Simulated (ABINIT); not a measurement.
**Quasiparticle gap of BaWO4 (I4_1/a) in ABINIT**

Aim: the G0W0 gap of BaWO4 (I4_1/a) on PBEsol, step by step.

Main program and level: ABINIT 10.8.3; PBEsol and many-body steps on it, plane waves.

**What was measured.**

- Gap 5.26 eV: direct gap from absorption edge with Urbach fit; optical absorption; 300 K; bulk crystal (thin cleaved platelet of Czochralski crystal, 10-30 um thick) (“Optical absorption of divalent metal tungstates: Correlation between the band-gap energy and the cation ionic radius”, 2008, arxiv:0807.2115).

## 1. Set-up

The structure is tetragonal, space group I4_1/a (No. 88). The conventional cell has a = 5.667 Å, b = 5.667 Å, c = 12.739 Å, α = 90.00°, β = 90.00°, γ = 90.00°. Nearest to Ba lie 8 O at 2.76 to 2.80 Å. W has 4 O at 1.79 Å nearest. Nearest to O lie 1 W at 1.79 Å and 2 Ba at 2.76 to 2.80 Å. Farther neighbours and most contacts between anions are not listed.

As a file:

```cif
data_structure
_symmetry_space_group_name_H-M 'P 1'
_symmetry_Int_Tables_number 1
_cell_length_a 7.5249
_cell_length_b 7.5249
_cell_length_c 7.5249
_cell_angle_alpha 135.762
_cell_angle_beta 135.762
_cell_angle_gamma 64.349
_cell_volume 204.53
loop_
_atom_site_label
_atom_site_type_symbol
_atom_site_fract_x
_atom_site_fract_y
_atom_site_fract_z
_atom_site_occupancy
Ba1 Ba 0.25000 0.75000 0.50000 1
Ba2 Ba 0.50000 0.50000 0.00000 1
W3 W 0.75000 0.25000 0.50000 1
W4 W 0.00000 0.00000 0.00000 1
O5 O 0.15214 0.04689 0.35624 1
O6 O 0.69065 0.79590 0.64376 1
O7 O 0.05935 0.45410 0.85624 1
O8 O 0.54590 0.40214 0.60525 1
O9 O 0.20410 0.84786 0.89475 1
O10 O 0.95311 0.30935 0.10525 1
O11 O 0.79689 0.94065 0.39475 1
O12 O 0.59786 0.20311 0.14376 1
```

The cell and positions are those that the Materials Project relaxed with its own functionals (PBE, PBE+U or r2SCAN), kept fixed. Spin-orbit coupling is left out unless a step names it.

## 2. Ground state

This step: ABINIT 10.8.3; DFT, PBEsol, plane waves, norm-conserving pseudopotentials.

The ground-state density comes first.

Contents of run.abi:

```
acell 3*1.0 Angstrom
rprim 
  -2.833365905000 2.833365905000 6.369266870000
  2.833365905000 -2.833365905000 6.369266870000
  2.833365905000 2.833365905000 -6.369266870000
ntypat 3
znucl 56 74 8
natom 12
typat 1 1 2 2 3 3 3 3 3 3 3 3
xred 
  0.250000000000 0.750000000000 0.500000000000
  0.500000000000 0.500000000000 -0.000000000000
  0.750000000000 0.250000000000 0.500000000000
  -0.000000000000 0.000000000000 -0.000000000000
  0.152144770000 0.046891860000 0.356239950000
  0.690651910000 0.795904820000 0.643760050000
  0.059348090000 0.454095180000 0.856239950000
  0.545904820000 0.402144770000 0.605252910000
  0.204095180000 0.847855230000 0.894747090000
  0.953108140000 0.309348090000 0.105252910000
  0.796891860000 0.940651910000 0.394747090000
  0.597855230000 0.203108140000 0.143760050000
pp_dirpath "pseudos"
pseudos "Ba.upf, W.upf, O.upf"
ecut 36
ngkpt 4 4 4
nshiftk 1
shiftk 0 0 0
kptopt 1
chksymbreak 0
nband 58
occopt 1
tolvrs 1e-08
nstep 60
prtwf 0
optforces 0
optstress 0
indata_prefix "in"
outdata_prefix "out"
tmpdata_prefix "tmp"
```

Launch:

```sh
$ OMP_NUM_THREADS=1 mpirun -n 8 abinit run.abi > log
```

Numbers of over 12 decimals in the logs are rounded to 6 here.

Output:

```text
.Version 10.8.3 of ABINIT. v10.8.2 released Aug 2026.

 Symmetries : space group I4_1/a (# 88); Bravais tI (body-center tetrag.)
================================================================================
 Values of the parameters that define the memory need of the present run
     intxc =       0    ionmov =       0      iscf =       7    lmnmax =       8
     lnmax =       8     mgfft =      80  mpssoang =       4    mqgrid =    3001
     natom =      12  nloc_mem =       1    nspden =       1   nspinor =       1
    nsppol =       1      nsym =       8    n1xccc =    2501    ntypat =       3
    occopt =       1   xclevel =       2
-    mband =          58        mffmem =           1         mkmem =           2
       mpw =       14269          nfft =      512000          nkpt =          14
================================================================================
  Rough estimation (10% accuracy) of disk space for files :
================================================================================

--------------------------------------------------------------------------------
------------- Echo of variables that govern the present computation ------------
--------------------------------------------------------------------------------
 -outvars: echo values of preprocessed input variables --------
            acell      1.8897261259E+00  1.8897261259E+00  1.8897261259E+00 Bohr

      chksymbreak           0
             ecut      3.60000000E+01 Hartree
-          fftalg         312

              ixc     -116133
              kpt      0.00000000E+00  0.00000000E+00  0.00000000E+00
                       2.50000000E-01  0.00000000E+00  0.00000000E+00
                       5.00000000E-01  0.00000000E+00  0.00000000E+00
                       2.50000000E-01  2.50000000E-01  0.00000000E+00
                       5.00000000E-01  2.50000000E-01  0.00000000E+00
                      -2.50000000E-01  2.50000000E-01  0.00000000E+00
                       2.50000000E-01  5.00000000E-01  0.00000000E+00
                       5.00000000E-01  5.00000000E-01  0.00000000E+00
                       2.50000000E-01  2.50000000E-01  2.50000000E-01
                      -2.50000000E-01  2.50000000E-01  2.50000000E-01
                       5.00000000E-01  5.00000000E-01  2.50000000E-01
[...]
kptrlatt        4    0    0      0    4    0      0    0    4
          kptrlen      4.28342846E+01
P           mkmem           2
            natom          12
            nband          58
            ngfft          80      80      80
             nkpt          14
            nstep          60
             nsym           8
           ntypat           3
              occ      2.000000  2.000000  2.000000  2.000000  2.000000  2.000000
                       2.000000  2.000000  2.000000  2.000000  2.000000  2.000000
                       2.000000  2.000000  2.000000  2.000000  2.000000  2.000000
                       2.000000  2.000000  2.000000  2.000000  2.000000  2.000000
                       2.000000  2.000000  2.000000  2.000000  2.000000  2.000000
                       2.000000  2.000000  2.000000  2.000000  2.000000  2.000000
                       2.000000  2.000000  2.000000  2.000000  2.000000  2.000000
                       2.000000  2.000000  2.000000  2.000000  2.000000  2.000000
                       0.000000  0.000000  0.000000  0.000000  0.000000  0.000000
                       0.000000  0.000000  0.000000  0.000000
        optforces           0
        optstress           0
            prtwf           0
            rprim     -2.8333659050E+00  2.8333659050E+00  6.3692668700E+00
[...]
spgroup          88

           tolvrs      1.00000000E-08

             xred      2.5000000000E-01  7.5000000000E-01  5.0000000000E-01
[...]
znucl       56.00000   74.00000    8.00000

================================================================================

 chkinp: Checking input parameters for consistency.

================================================================================
== DATASET  1 ==================================================================
-   mpi_nproc: 8, omp_nthreads: 1 (-1 if OMP is not activated)

--- !DatasetInfo
iteration_state: {dtset: 1, }
dimensions: {natom: 12, nkpt: 14, mband: 58, nsppol: 1, nspinor: 1, nspden: 1, mpw: 14269, }
cutoff_energies: {ecut:  36.0, pawecutdg:  -1.0, }
electrons: {nelect:   9.60000000E+01, charge:   0.00000000E+00, occopt:   1.00000000E+00, tsmear:   1.00000000E-02, }

 Real(R)+Recip(G) space primitive vectors, cartesian coordinates (Bohr,Bohr^-1):
 R(1)= -5.3542856  5.3542856 12.0361700  G(1)=  0.0000000  0.0933831  0.0415415
 R(2)=  5.3542856 -5.3542856 12.0361700  G(2)=  0.0933831  0.0000000  0.0415415
 R(3)=  5.3542856  5.3542856-12.0361700  G(3)=  0.0933831  0.0933831  0.0000000
 Unit cell volume ucvol=  1.3802297E+03 bohr^3
 Angles (23,13,12)=  1.35761672E+02  1.35761672E+02  6.43490105E+01 degrees

 getcut: wavevector=  0.0000  0.0000  0.0000  ngfft=  80  80  80
         ecut(hartree)=     36.000   => boxcut(ratio)=   2.08331

--- Pseudopotential description ------------------------------------------------
- Ba Generated using ONCVPSP code by D. R. Hamann
- 56.00000  10.00000  180301                  znucl, zion, pspdat
[...]
2   -1.335834
 pspatm: atomic psp has been read  and splines computed

   1.20584172E+04                                ecore*ucvol(ha*bohr**3)
--------------------------------------------------------------------------------

_setup2: Arith. and geom. avg. npw (full set) are   14238.297   14238.282

================================================================================

--- !BeginCycle
iteration_state: {dtset: 1, }
solver: {iscf: 7, nstep: 60, nline: 4, wfoptalg: 0, }
tolerances: {tolvrs: 1.00E-08, }

     iter   Etot(hartree)      deltaE(h)  residm     vres2
 ETOT  1  -338.85912009269    -3.389E+02 1.299E-01 8.647E+03
 ETOT  2  -336.53825138817     2.321E+00 4.188E-02 2.717E+04
 ETOT  3  -340.19613678739    -3.658E+00 1.880E-02 7.659E+02
 ETOT  4  -340.23811072518    -4.197E-02 8.034E-03 2.492E+02
 ETOT  5  -340.25844204871    -2.033E-02 1.076E-02 1.842E+00
 ETOT  6  -340.25856399449    -1.219E-04 4.527E-03 1.696E+00
 ETOT  7  -340.25870012714    -1.361E-04 3.236E-03 2.234E-02
 ETOT  8  -340.25870331284    -3.186E-06 3.388E-03 2.884E-03
 ETOT  9  -340.25870346800    -1.552E-07 2.587E-03 1.465E-04
 ETOT 10  -340.25870347907    -1.107E-08 8.397E-04 6.062E-07
 ETOT 11  -340.25870347913    -5.946E-11 2.886E-03 6.662E-08
 ETOT 12  -340.25870347916    -2.422E-11 6.004E-04 5.022E-09

 At SCF step   12       vres2   =  5.02E-09 < tolvrs=  1.00E-08 =>converged.

--- !ResultsGS
iteration_state: {dtset: 1, }
comment   : Summary of ground state results
lattice_vectors:
- [ -5.3542856,   5.3542856,  12.0361700, ]
- [  5.3542856,  -5.3542856,  12.0361700, ]
- [  5.3542856,   5.3542856, -12.0361700, ]
lattice_lengths: [  14.21992,   14.21992,   14.21992, ]
lattice_angles: [135.762, 135.762,  64.349, ] # degrees, (23, 13, 12)
lattice_volume:   1.3802297E+03
convergence: {deltae: -2.422E-11, res2:  5.022E-09, residm:  6.004E-04, diffor:  0.000E+00, }
etotal    :  -3.40258703E+02
entropy   :   0.00000000E+00
fermie    :   1.18662808E-01
cartesian_stress_tensor: null
pressure_GPa: null
xred      :
- [  2.5000E-01,   7.5000E-01,   5.0000E-01, Ba]
- [  5.0000E-01,   5.0000E-01,   1.0474E-17, Ba]
- [  7.5000E-01,   2.5000E-01,   5.0000E-01,  W]
- [  0.0000E+00,   0.0000E+00,   0.0000E+00,  W]
- [  1.5214E-01,   4.6892E-02,   3.5624E-01,  O]
- [  6.9065E-01,   7.9590E-01,   6.4376E-01,  O]
- [  5.9348E-02,   4.5410E-01,   8.5624E-01,  O]
- [  5.4590E-01,   4.0214E-01,   6.0525E-01,  O]
- [  2.0410E-01,   8.4786E-01,   8.9475E-01,  O]
- [  9.5311E-01,   3.0935E-01,   1.0525E-01,  O]
- [  7.9689E-01,   9.4065E-01,   3.9475E-01,  O]
- [  5.9786E-01,   2.0311E-01,   1.4376E-01,  O]
cartesian_forces: null
force_length_stats: {min: null, max: null, mean: null, }

 Integrated electronic density in atomic spheres:
 ------------------------------------------------
 Atom  Sphere_radius  Integrated_density
[...]
================================================================================

 ----iterations are completed or convergence reached----

 Mean square residual over all n,k,spin=   53.279E-07; max=  60.039E-05
 reduced coordinates (array xred) for   12 atoms
[...]
0.545904820000      0.402144770000      0.605252910000
       0.204095180000      0.847855230000      0.894747090000
       0.953108140000      0.309348090000      0.105252910000
       0.796891860000      0.940651910000      0.394747090000
       0.597855230000      0.203108140000      0.143760050000
 rms dE/dt=  0.0000E+00; max dE/dt=  0.0000E+00; dE/dt below (all hartree)
    1       0.000000000000      0.000000000000      0.000000000000
    2       0.000000000000      0.000000000000      0.000000000000
    3       0.000000000000      0.000000000000      0.000000000000
    4       0.000000000000      0.000000000000      0.000000000000
    5       0.000000000000      0.000000000000      0.000000000000
    6       0.000000000000      0.000000000000      0.000000000000
    7       0.000000000000      0.000000000000      0.000000000000
    8       0.000000000000      0.000000000000      0.000000000000
    9       0.000000000000      0.000000000000      0.000000000000
[...]
cartesian coordinates (angstrom) at end:
[...]
8      1.307578     2.122228     2.183364
    9      4.359154     0.711138     1.001270
   10     -1.525788     2.122228     7.370537
   11      1.525788     0.711138     8.552630
   12     -0.711138     1.525788     4.185903
 length scales=  1.889726125908  1.889726125908  1.889726125908 bohr
              =  1.000000000000  1.000000000000  1.000000000000 angstroms
 prteigrs : about to open file out_EIG
 Fermi (or HOMO) energy (hartree) =   0.11866   Average Vxc (hartree)=  -0.36547
 Eigenvalues (hartree) for nkpt=  14  k points:
 kpt#   1, nband= 58, wtk=  0.01563, kpt=  0.0000  0.0000  0.0000 (reduced coord)
  -2.56921   -2.56920   -1.26208   -1.26208   -1.26202   -1.26202   -1.26157   -1.26131
  -0.77585   -0.77286   -0.48223   -0.46886   -0.46394   -0.45758   -0.45758   -0.45613
  -0.45290   -0.45290   -0.23424   -0.23424   -0.23390   -0.22620   -0.22620   -0.22605
  -0.01255   -0.00848   -0.00848   -0.00484   -0.00416    0.00899    0.01316    0.01607
   0.01607    0.01729    0.02262    0.02290    0.06878    0.07433    0.07433    0.08592
   0.08745    0.08745    0.08929    0.10101    0.10101    0.10962    0.11866    0.11866
   0.29163    0.30008    0.30669    0.31290    0.31642    0.34288    0.34288    0.35803
   0.36556    0.36620
 prteigrs : prtvol=0 or 1, do not print more k-points.

--- !EnergyTerms
iteration_state     : {dtset: 1, }
comment             : Components of total free energy in Hartree
kinetic             :  1.40908995408651E+02
hartree             :  9.06522117104499E+01
xc                  : -7.89647631824050E+01
Ewald energy        : -2.13155481690300E+02
psp_core            :  8.73652933104978E+00
local_psp           : -3.00446382620393E+02
non_local_psp       :  1.20101875637915E+01
total_energy        : -3.40258703479156E+02
total_energy_eV     : -9.25891100392803E+03
band_energy         : -3.62829024760661E+01

== END DATASET(S) ==============================================================
================================================================================

 -outvars: echo values of variables after computation  --------
           etotal     -3.4025870348E+02
            nband          58
             nkpt          14
          spgroup          88
 [... the other variables as echoed above ...]

 Calculation completed.
```

Run time: 2.7 min. Hardware: 8 MPI ranks of Arm Neoverse V1, shared host; peak memory 1.6 GiB.

Numbers from this step:

```yaml
total_energy: -9258.9110 eV
gap: 4.678 eV
k_of_the_valence_top: 0, 0, 0
k_of_the_conduction_bottom: 0.5, 0.5, 0.5
least_direct_gap: 4.707 eV
```

The gap is indirect, with the least direct gap 0.03 eV higher.

## 3. Empty states on the mesh, 2×2×2 mesh, 172 bands

The sums over transitions need many empty states on a uniform mesh; this step solves for them.

Changes to run.abi since step 2:

```diff
@@ -25,3 +25,3 @@
 ecut 36
-ngkpt 4 4 4
+ngkpt 2 2 2
 nshiftk 1
@@ -30,9 +30,10 @@
 chksymbreak 0
-nband 58
-occopt 1
-tolvrs 1e-08
+iscf -2
+irdden 1
+istwfk *1
+nband 172
+nbdbuf 14
+tolwfr 1e-09
 nstep 60
-prtwf 0
-optforces 0
-optstress 0
+prtvol 0
 indata_prefix "in"
```

Launch:

```sh
$ OMP_NUM_THREADS=2 mpirun -n 4 abinit run.abi > log
```

Output:

```text
.Version 10.8.3 of ABINIT. v10.8.2 released Aug 2026.

 Symmetries : space group I4_1/a (# 88); Bravais tI (body-center tetrag.)
[... echo of the input left out ...]
== DATASET  1 ==================================================================
-   mpi_nproc: 4, omp_nthreads: 2 (-1 if OMP is not activated)

--- !DatasetInfo
iteration_state: {dtset: 1, }
dimensions: {natom: 12, nkpt: 4, mband: 172, nsppol: 1, nspinor: 1, nspden: 1, mpw: 14316, }
cutoff_energies: {ecut:  36.0, pawecutdg:  -1.0, }
electrons: {nelect:   9.60000000E+01, charge:   0.00000000E+00, occopt:   1.00000000E+00, tsmear:   1.00000000E-02, }

 Real(R)+Recip(G) space primitive vectors, cartesian coordinates (Bohr,Bohr^-1):
 R(1)= -5.3542856  5.3542856 12.0361700  G(1)=  0.0000000  0.0933831  0.0415415
 R(2)=  5.3542856 -5.3542856 12.0361700  G(2)=  0.0933831  0.0000000  0.0415415
 R(3)=  5.3542856  5.3542856-12.0361700  G(3)=  0.0933831  0.0933831  0.0000000
 Unit cell volume ucvol=  1.3802297E+03 bohr^3
 Angles (23,13,12)=  1.35761672E+02  1.35761672E+02  6.43490105E+01 degrees

 getcut: wavevector=  0.0000  0.0000  0.0000  ngfft=  80  80  80
         ecut(hartree)=     36.000   => boxcut(ratio)=   2.08331

--- Pseudopotential description ------------------------------------------------
- Ba Generated using ONCVPSP code by D. R. Hamann
- 56.00000  10.00000  180301                  znucl, zion, pspdat
12 -116133 2 -1 1936                          pspcod,pspxc,lmax,lloc,mmax
     nproj     2     2     2     0
  pspatm : epsatm=   26.37418133
         --- l  ekb(1:nproj) -->
             0    6.652372    0.677024
             1    5.027722    0.408462
             2    2.543237    0.416854
 pspatm: atomic psp has been read  and splines computed

- W Generated using ONCVPSP code by D. R. Hamann
- 74.00000  14.00000  180301                  znucl, zion, pspdat
12 -116133 3 -1 1396                          pspcod,pspxc,lmax,lloc,mmax
     nproj     2     2     2     2
  pspatm : epsatm=   11.51367016
         --- l  ekb(1:nproj) -->
[...]
pspatm: atomic psp has been read  and splines computed

- O Generated using ONCVPSP code by D. R. Hamann
-  8.00000   6.00000  180301                  znucl, zion, pspdat
12 -116133 2 -1 936                           pspcod,pspxc,lmax,lloc,mmax
     nproj     2     2     1     0
  pspatm : epsatm=    6.22910120
         --- l  ekb(1:nproj) -->
[...]
2   -1.335834
 pspatm: atomic psp has been read  and splines computed

--------------------------------------------------------------------------------

================================================================================
 prteigrs : about to open file out_EIG
 Non-SCF case, kpt    1 (  0.00000  0.00000  0.00000), residuals and eigenvalues=
  3.19E-10  8.30E-10  3.98E-10  9.54E-10  1.56E-10  2.27E-10  2.50E-10  5.56E-10
[...]
1.22E-04  2.76E-05  4.75E-05  4.41E-05
 -2.5692E+00 -2.5692E+00 -1.2621E+00 -1.2621E+00 -1.2620E+00 -1.2620E+00
 -1.2616E+00 -1.2613E+00 -7.7585E-01 -7.7286E-01 -4.8223E-01 -4.6886E-01
 -4.6394E-01 -4.5758E-01 -4.5758E-01 -4.5613E-01 -4.5290E-01 -4.5290E-01
[...]
1.4135E+00  1.4175E+00  1.4175E+00  1.4302E+00  1.4347E+00  1.4347E+00
  1.4381E+00  1.4588E+00  1.4588E+00  1.4591E+00  1.4634E+00  1.4820E+00
  1.4964E+00  1.5055E+00  1.5200E+00  1.5210E+00
 prteigrs : prtvol=0 or 1, do not print more k-points.

--- !ResultsGS
iteration_state: {dtset: 1, }
comment   : Summary of ground state results
lattice_vectors:
- [ -5.3542856,   5.3542856,  12.0361700, ]
- [  5.3542856,  -5.3542856,  12.0361700, ]
- [  5.3542856,   5.3542856, -12.0361700, ]
lattice_lengths: [  14.21992,   14.21992,   14.21992, ]
lattice_angles: [135.762, 135.762,  64.349, ] # degrees, (23, 13, 12)
lattice_volume:   1.3802297E+03
convergence: {deltae:  0.000E+00, res2:  0.000E+00, residm:  9.989E-10, diffor:  0.000E+00, }
etotal    :  -3.40258703E+02
entropy   :   0.00000000E+00
fermie    :   1.18662808E-01
cartesian_stress_tensor: null
pressure_GPa: null
xred      :
- [  2.5000E-01,   7.5000E-01,   5.0000E-01, Ba]
- [  5.0000E-01,   5.0000E-01,   1.0474E-17, Ba]
- [  7.5000E-01,   2.5000E-01,   5.0000E-01,  W]
- [  0.0000E+00,   0.0000E+00,   0.0000E+00,  W]
- [  1.5214E-01,   4.6892E-02,   3.5624E-01,  O]
- [  6.9065E-01,   7.9590E-01,   6.4376E-01,  O]
- [  5.9348E-02,   4.5410E-01,   8.5624E-01,  O]
[...]
- [  7.9689E-01,   9.4065E-01,   3.9475E-01,  O]
- [  5.9786E-01,   2.0311E-01,   1.4376E-01,  O]
cartesian_forces: null
force_length_stats: {min: null, max: null, mean: null, }

 Integrated electronic density in atomic spheres:
 ------------------------------------------------
 Atom  Sphere_radius  Integrated_density
[...]
================================================================================

 ----iterations are completed or convergence reached----

 Mean square residual over all n,k,spin=   46.479E-11; max=  99.894E-11
 reduced coordinates (array xred) for   12 atoms
[...]
0.796891860000      0.940651910000      0.394747090000
       0.597855230000      0.203108140000      0.143760050000

 cartesian coordinates (angstrom) at end:
    1      2.833366     0.000000     3.184633
[...]
12     -0.711138     1.525788     4.185903
 length scales=  1.889726125908  1.889726125908  1.889726125908 bohr
              =  1.000000000000  1.000000000000  1.000000000000 angstroms
 prteigrs : about to open file out_EIG
 Eigenvalues (hartree) for nkpt=   4  k points:
 kpt#   1, nband=172, wtk=  0.12500, kpt=  0.0000  0.0000  0.0000 (reduced coord)
[...]
1.37614    1.37614    1.37747    1.41151    1.41346    1.41753    1.41753    1.43024
   1.43469    1.43469    1.43812    1.45876    1.45876    1.45912    1.46337    1.48204
   1.49641    1.50553    1.52002    1.52101
 prteigrs : prtvol=0 or 1, do not print more k-points.

== END DATASET(S) ==============================================================
================================================================================

 -outvars: echo values of variables after computation  --------
            nband         172
             nkpt           4
          spgroup          88
 [... the other variables as echoed above ...]

 Calculation completed.
```

Wall time 1.8 min (4 MPI ranks); peak memory 0.67 GiB.

This step gave:

- gap: 4.678 eV
- k of the valence top: 0, 0, 0
- k of the conduction bottom: 0.5, 0.5, 0.5
- least direct gap: 4.707 eV
- k points computed: 4
- lowest point of the top converged band, above the valence top: 34.40 eV

On this mesh the gap is 4.678 eV.

[end of part 1 of 2]

[Paths, hosts, dates, memory and timing lines, banners, echoed tables and standing remarks are left out of the program output.]

[Logs are printed without paths, hosts, clocks, repeated set-up lines and the standing remarks that a program may print on its own settings, such as how far it seeks lower states.]

[Runs of the session that timed out or met a known fault of the program may be left out.]

[Hosts, paths, dates, database ids (printed as entryN), source tags and the programs' standing remarks are cut or masked in the printed files.]

[G0W0 gaps are taken among the corrected bands and points alone; a level outside them can change the order at an edge.]

[Where Ansatz stands beside ABINIT at settings called matched, ABINIT's density can come from a denser mesh and the files from another edition; pairs whose starting gaps differed by over 0.03 eV were left out, so agreement reads better than it is.]
